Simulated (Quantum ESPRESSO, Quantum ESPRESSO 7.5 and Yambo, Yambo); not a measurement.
# A GW chain in Yambo: PtS2 (1T monolayer)

Wanted: ground state, empty states, screening and self-energy for PtS2 (1T monolayer).

Method: PBE and many-body steps on it, plane waves, in Quantum ESPRESSO 7.5 and Yambo 5.3.0.

Most raw output is cut from this account.

### 1. Starting point

The cell holds 3 atoms: 1 Pt and 2 S. Its edges and angles: a = 3.574 Å, b = 3.574 Å, c = 15.000 Å, α = 90.0°, β = 90.0°, γ = 120.0°. Vacuum lies along c.

The structure was relaxed with PBE. The runs that relaxed it are not among those shown. Spin-orbit coupling is left out unless a step names it.

### 2. Ground state

This step: Quantum ESPRESSO 7.5; DFT, PBE, plane waves, norm-conserving pseudopotentials.

The ground-state density comes first.

Contents of pw.in:

```
&control
  calculation = 'scf'
  prefix = 'x'
  outdir = 'o'
  pseudo_dir = 'pseudo'
/
&system
  ibrav = 0
  nat = 3
  ntyp = 2
  ecutwfc = 76.0
  nbnd = 20
  force_symmorphic = .true.
/
&electrons
  conv_thr = 1e-10
  electron_maxstep = 80
  mixing_beta = 0.5
/
ATOMIC_SPECIES
  Pt 195.08 Pt.upf
  S 32.06 S.upf
CELL_PARAMETERS angstrom
  3.5735305101 -0.0000000000 0.0000000000
  -1.7867652550 3.0947682029 0.0000000000
  0.0000000000 0.0000000000 15.0000000000
ATOMIC_POSITIONS crystal
  Pt 0.0000000000 0.0000000000 0.5000000000
  S 0.3333333333 0.6666666667 0.5818569087
  S 0.6666666667 0.3333333333 0.4181430913
K_POINTS automatic
  12 12 1 0 0 0
```

On the command line:

```bash
> OMP_NUM_THREADS=1 mpirun -n 8 pw.x -nk 8 -in pw.in > pw.out
```

It took 14 s on 8 MPI ranks of Arm Neoverse V2, shared host; peak memory 0.95 GiB.

Numbers from this step:

```
total energy               : -4155.3492 eV
gap                        : 1.767 eV
k of the valence top       : 0.1667, 0.1667, 0
k of the conduction bottom : 0, 0.25, 0
least direct gap           : 1.907 eV
```

The gap is indirect, with the least direct gap 0.14 eV higher.

### 3. Bands along the symmetry lines

Levels along a band path, at the cheap level, show where the edges lie and whether the meshes to come will hold them.

Contents of pw.in:

```
&control
  calculation = 'bands'
  prefix = 'x'
  outdir = 'o'
  pseudo_dir = 'pseudo'
/
&system
  ibrav = 0
  nat = 3
  ntyp = 2
  ecutwfc = 76.0
  nbnd = 21
  force_symmorphic = .true.
/
&electrons
  conv_thr = 1e-9
  electron_maxstep = 80
  diago_full_acc = .true.
  diago_thr_init = 5e-6
/
ATOMIC_SPECIES
  Pt 195.08 Pt.upf
  S 32.06 S.upf
CELL_PARAMETERS angstrom
  3.5735305101 -0.0000000000 0.0000000000
  -1.7867652550 3.0947682029 0.0000000000
  0.0000000000 0.0000000000 15.0000000000
ATOMIC_POSITIONS crystal
  Pt 0.0000000000 0.0000000000 0.5000000000
  S 0.3333333333 0.6666666667 0.5818569087
  S 0.6666666667 0.3333333333 0.4181430913
K_POINTS crystal
  25
  0.00000000 0.00000000 0.00000000 1
  0.06250000 0.00000000 0.00000000 1
  0.12500000 0.00000000 0.00000000 1
  0.18750000 0.00000000 0.00000000 1
  0.25000000 0.00000000 0.00000000 1
  0.31250000 0.00000000 0.00000000 1
  0.37500000 0.00000000 0.00000000 1
  0.43750000 0.00000000 0.00000000 1
  0.50000000 0.00000000 0.00000000 1
  0.47916667 0.04166667 0.00000000 1
  0.45833333 0.08333333 0.00000000 1
  0.43750000 0.12500000 0.00000000 1
  0.41666666 0.16666666 0.00000000 1
  0.39583333 0.20833333 0.00000000 1
  0.37500000 0.25000000 0.00000000 1
  0.35416666 0.29166666 0.00000000 1
  0.33333333 0.33333333 0.00000000 1
  0.29166666 0.29166666 0.00000000 1
  0.25000000 0.25000000 0.00000000 1
  0.20833333 0.20833333 0.00000000 1
  0.16666666 0.16666666 0.00000000 1
  0.12500000 0.12500000 0.00000000 1
  0.08333333 0.08333333 0.00000000 1
  0.04166667 0.04166667 0.00000000 1
  0.00000000 0.00000000 0.00000000 1
```

Wall time 6.9 s (8 MPI ranks); peak memory 0.8 GiB.

Numbers from this step:

```
gap                        : 1.767 eV
k of the valence top       : 0.1667, 0.1667, 0
k of the conduction bottom : 0.25, 0, 0
least direct gap           : 1.907 eV
```

The gap is 1.767 eV, as in the run before at this level.

The electronic bands at the labelled points (eV, zero at the top of the highest filled band):

| point | band 12 | band 13 | band 14 | band 15 | band 16 | band 17 | band 18 | band 19 |
| --- | --- | --- | --- | --- | --- | --- | --- | --- |
| Γ | -0.77 | -0.66 | -0.29 | -0.29 | 3.20 | 3.20 | 5.37 | 5.86 |
| halfway | -2.00 | -0.42 | -0.41 | -0.14 | 1.77 | 2.76 | 6.19 | 6.69 |
| M | -2.10 | -2.02 | -1.67 | -1.37 | 2.79 | 2.98 | 5.52 | 6.76 |
| halfway | -2.23 | -2.19 | -1.09 | -0.75 | 2.30 | 2.60 | 6.21 | 7.82 |
| K | -2.44 | -2.23 | -0.71 | -0.71 | 2.15 | 2.15 | 6.86 | 8.97 |
| halfway | -2.05 | -0.80 | -0.48 | 0.00 | 2.10 | 2.14 | 6.84 | 7.06 |
| Γ | -0.77 | -0.66 | -0.29 | -0.29 | 3.20 | 3.20 | 5.37 | 5.86 |

### 4. Empty states on the mesh, 6×6×1 mesh, 449 bands

The sums over transitions need many empty states on a uniform mesh; this step solves for them.

Contents of pw.in:

```
&control
  calculation = 'nscf'
  prefix = 'x'
  outdir = 'o'
  pseudo_dir = 'pseudo'
/
&system
  ibrav = 0
  nat = 3
  ntyp = 2
  ecutwfc = 76.0
  nbnd = 449
  force_symmorphic = .true.
/
&electrons
  conv_thr = 1e-9
  electron_maxstep = 80
  diago_full_acc = .true.
  diago_thr_init = 5e-6
/
ATOMIC_SPECIES
  Pt 195.08 Pt.upf
  S 32.06 S.upf
CELL_PARAMETERS angstrom
  3.5735305101 -0.0000000000 0.0000000000
  -1.7867652550 3.0947682029 0.0000000000
  0.0000000000 0.0000000000 15.0000000000
ATOMIC_POSITIONS crystal
  Pt 0.0000000000 0.0000000000 0.5000000000
  S 0.3333333333 0.6666666667 0.5818569087
  S 0.6666666667 0.3333333333 0.4181430913
K_POINTS automatic
  6 6 1 0 0 0
```

On the command line:

```bash
> OMP_NUM_THREADS=1 mpirun -n 8 pw.x -nk 4 -in pw.in > pw.out
```

Run time: 96 s. Hardware: 8 MPI ranks; peak memory 2.5 GiB; 13 min of CPU time.

This step gave:

| Quantity | Value |
| --- | --- |
| gap | 2.039 eV |
| k of the valence top | 0.1667, 0.1667, 0 |
| k of the conduction bottom | 0, 0.1667, 0 |
| least direct gap | 2.065 eV |
| k points computed | 7 |
| lowest point of the top converged band, above the valence top | 108.0712 eV |

On this mesh the gap is 2.039 eV. The earlier step found 1.767 eV, so this mesh misses an edge.

### 5. Conversion and set-up

This step: Yambo 5.3.0; conversion and set-up on PBE, plane waves, norm-conserving pseudopotentials.

The states are converted to the many-body program's format and the q mesh is built.

On the command line:

```bash
> (cd o/x.save; p2y > p2y.log; mv SAVE ../..); yambo > setup.log
```

Elapsed: 3 s, on 1 MPI rank; peak memory 0.25 GiB.

### 6. Screening and self-energy, 6×6×1 mesh, 216 bands, screening to 176.9 eV

G0W0 replaces the xc potential by the self-energy, built once from these orbitals. Only a window of levels is corrected, while the sums run over the empty bands that the input names.

This step: G0W0 on PBE, plane waves, norm-conserving pseudopotentials.

Contents of gw2.in:

```
HF_and_locXC
gw0
dyson
ppa
em1d
rim_cut
rim_w
RandQpts= 3000000
RandGvec= 100 RL
CUTGeo= "slab z"
RandGvecW= 9 RL
EXXRLvcs= 76 Ry
VXCRLvcs= 304 Ry
Chimod= "HARTREE"
% BndsRnXp
 1 | 216 |
%
NGsBlkXp= 13 Ry
% LongDrXp
 1 | 1 | 0 |
%
% GbndRnge
 1 | 216 |
%
DysSolver= "n"
ExtendOut
PPAPntXp= 27.21138 eV
% QPkrange
 5 | 5 | 14 | 17 |
 2 | 2 | 14 | 17 |
 1 | 1 | 14 | 17 |
%
```

On the command line:

```bash
> OMP_NUM_THREADS=1 mpirun -n 8 yambo -F gw2.in -J gw2 -C gw2 > gw2.log
```

Elapsed: 9.2 min, on 8 MPI ranks; peak memory 6 GiB.

Numbers from this step:

| Property | Result |
| --- | --- |
| G0W0 gap on the points computed | 3.273 eV |
| starting gap on the mesh | 2.039 eV |
| k of the valence top | 0, 0.1667, 0 |
| k of the conduction bottom | 0, 0.1667, 0 |
| least direct G0W0 gap on the computed points | 3.273 eV |
| Z at the valence top | 0.7463 |
| Z at the conduction bottom | 0.7529 |

The gap on the mesh goes from 2.04 eV to 3.27 eV, a correction of +1.23 eV. The start differs from the 1.77 eV found before because the two sample other k points.

Limits: finite bands, cutoff and mesh; no spin polarisation; d states lean on the start; no spin-orbit coupling. v1 is the top filled band, c1 the lowest empty one. Levels before and after the correction, in eV, zero at the valence-band top of each column:

|  | conduction bottom | valence top |
| --- | --- | --- |
| Kohn-Sham | 2.04 | 0.00 |
| G0W0 | 3.27 | 0.00 |

|  | level | energy (eV) |
| --- | --- | --- |
| Kohn-Sham | (0 0.167 0) v2 | -0.225 |
| Kohn-Sham | (0 0.167 0) v1 | -0.026 |
| Kohn-Sham | (0 0.167 0) c1 | 2.039 |
| Kohn-Sham | (0 0.167 0) c2 | 2.864 |
| G0W0 | (0 0.167 0) v2 | -0.333 |
| G0W0 | (0 0.167 0) v1 | 0.000 |
| G0W0 | (0 0.167 0) c1 | 3.273 |
| G0W0 | (0 0.167 0) c2 | 4.162 |

### 7. Where the time went

Times are wall times on the hardware named with each run, good to a factor of about two.

| step | time | share | memory (GiB) |
| --- | --- | --- | --- |
| ground state | 14 s | 2 % | 0.95 |
| bands along the symmetry lines | 6.9 s | 1 % | 0.8 |
| empty states on the mesh | 96 s | 14 % | 2.5 |
| conversion and set-up | 3 s | 0 % | 0.25 |
| screening and self-energy | 9.2 min | 82 % | 6.0 |

### 8. Outcome

| Property | Result |
| --- | --- |
| PBE gap | 1.77 eV, indirect |
| G0W0 gap on the mesh | 3.27 eV |
| G0W0 gap over the zone (rigid shift) | 3.00 eV |
| GW settings | 6×6×1 mesh, 216 bands, screening to 176.9 eV, Godby-Needs plasmon pole |
| known limits | not at the basis limit; no spin polarisation; d states lean on the start; no spin-orbit coupling |

In words: G0W0 moves the gap on the mesh from 2.04 eV to 3.27 eV (+1.23 eV), with Z of 0.75 and 0.75 at the edges. The mesh misses the band edges by 0.27 eV in all; a rigid shift gives 3.00 eV for the zone. Only 3 of the mesh's irreducible points were corrected, so a valley elsewhere could overtake. The dearest step here is «screening and self-energy». Bands and cutoff are finite, so the gap is not at the basis limit. The miss can reach some tenths of an eV and take either sign; the mesh is an error of its own. In the G0W0 run levels were corrected at 3 k points alone, so a gap called «on the mesh» is the least over those, and an edge elsewhere would be missed. A denser mesh or path gives a starting gap of 1.77 eV: the GW mesh misses a band edge, so its gaps are not the fundamental one. The runs have no spin polarisation. For a closed low-spin shell that is the natural state; where a d or f shell is open it is a constraint, and the gap is then not the crystal's own. With d states at the gap, one-shot GW leans hard on its start. The many-body steps are scalar-relativistic: spin-orbit coupling is not in them.

[Paths, hosts, dates, memory and timing lines, banners, echoed tables and standing remarks are left out of the program output.]

[Logs are printed without paths, hosts, clocks, repeated set-up lines and the standing remarks that a program may print on its own settings, such as how far it seeks lower states.]

[Runs of the session that timed out or met a known fault of the program may be left out.]

[Hosts, paths, dates, database ids (printed as entryN), source tags and the programs' standing remarks are cut or masked in the printed files.]
